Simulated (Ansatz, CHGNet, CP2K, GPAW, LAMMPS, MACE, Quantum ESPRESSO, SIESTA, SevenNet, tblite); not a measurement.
## Glassy 69SiO2-19Al2O3-6SrO-6Li2O (mol %) (106 atoms): runs against a plane-wave reference

Density of this cell: 3.07 g/cm³. The cell holds 106 atoms: 22 Si, 12 Al, 2 Sr, 4 Li and 66 O. Its edges and angles: a = 10.593 Å, b = 10.593 Å, c = 10.593 Å, α = 90.0°, β = 90.0°, γ = 90.0°. 106 atoms (22 Si, 12 Al, 2 Sr, 4 Li, 66 O) placed at random at 3.07 g/cm³, melted at 4000 K for 10 ps at fixed volume with the Morse and Coulomb pair potential with partial charges (Pedone, Malavasi, Menziani, Cormack and Segre, J. Phys. Chem. B 110, 11780 (2006)). Quenched from 4000 K to 300 K at 50 K/ps and fixed volume, held 5 ps.

Geometry: as built.

The reference, a calculation:

| Property | Result |
| --- | --- |
| method | Kohn-Sham DFT, PBE, SSSP efficiency 1.3.0 pseudopotentials, plane waves (Quantum ESPRESSO 7.5); sssp-pbe-1.3.0-efficiency, cutoffs 60/480 Ry, Γ point |
| r.m.s. force component | 1.372 eV/Å |
| longest force | 5.821 eV/Å |
| pressure | 7.086 GPa |
| gap (highest filled to lowest empty level) | 3.29 eV |
| time | 4.2 min on 4 MPI ranks of Arm Neoverse V1, shared host |
| CPU time | 17 min |

Runs, in no order:
A. SIESTA PBE, DZP, shift 0.01 Ry, mesh 500 Ry: Kohn-Sham DFT, PBE, PseudoDojo 0.4.1 norm-conserving pseudopotentials (converted to PSML), numerical atomic orbitals (DZP), diagonalisation
B. SIESTA PBE, SZ, shift 0.02 Ry, mesh 500 Ry: Kohn-Sham DFT, PBE, PseudoDojo 0.4.1 norm-conserving pseudopotentials (converted to PSML), numerical atomic orbitals (SZ), diagonalisation
C. SIESTA PBE, SZP, shift 0.01 Ry, mesh 500 Ry: Kohn-Sham DFT, PBE, PseudoDojo 0.4.1 norm-conserving pseudopotentials (converted to PSML), numerical atomic orbitals (SZP), diagonalisation
D. CHGNet 0.3.0 potential: machine-learned interatomic potential CHGNet 0.3.0, trained on PBE(+U) plane-wave data
E. CP2K PBE, DZVP-MOLOPT-SR, 1120/50 Ry, OT DIIS: Kohn-Sham DFT, PBE, GTH-PBE pseudopotentials, Gaussian and plane waves, DZVP-MOLOPT-SR-GTH, orbital transformation

Q: Order them from the smallest to the largest r.m.s. force difference.

E, D, A, C, B.

```tsv
run	Δ force, r.m.s. (meV/Å)	share of r.m.s. force (%)	CPU time
E. CP2K PBE, DZVP-MOLOPT-SR, 1120/50 Ry, OT DIIS	98.5	7.18	16 min
D. CHGNet 0.3.0 potential	140	10.2	4.5 s
A. SIESTA PBE, DZP, shift 0.01 Ry, mesh 500 Ry	297	21.7	9.1 min
C. SIESTA PBE, SZP, shift 0.01 Ry, mesh 500 Ry	592	43.1	6.4 min
B. SIESTA PBE, SZ, shift 0.02 Ry, mesh 500 Ry	993	72.4	98 s
```

Machine-learned potentials mimic data converged in k, so the reference's own k-point error enters their differences. The network of bonds at the start is that of the classical potential that made the cell, and needn't be the one that DFT or experiment would give. The electronic-structure runs sample only Γ, in a cell whose shortest periodic width is 11 Å.

[Logs are printed without paths, hosts, clocks, repeated set-up lines and the standing remarks that a program may print on its own settings, such as how far it seeks lower states.]

[Hosts, paths, dates, database ids (printed as entryN), source tags and the programs' standing remarks are cut or masked in the printed files.]
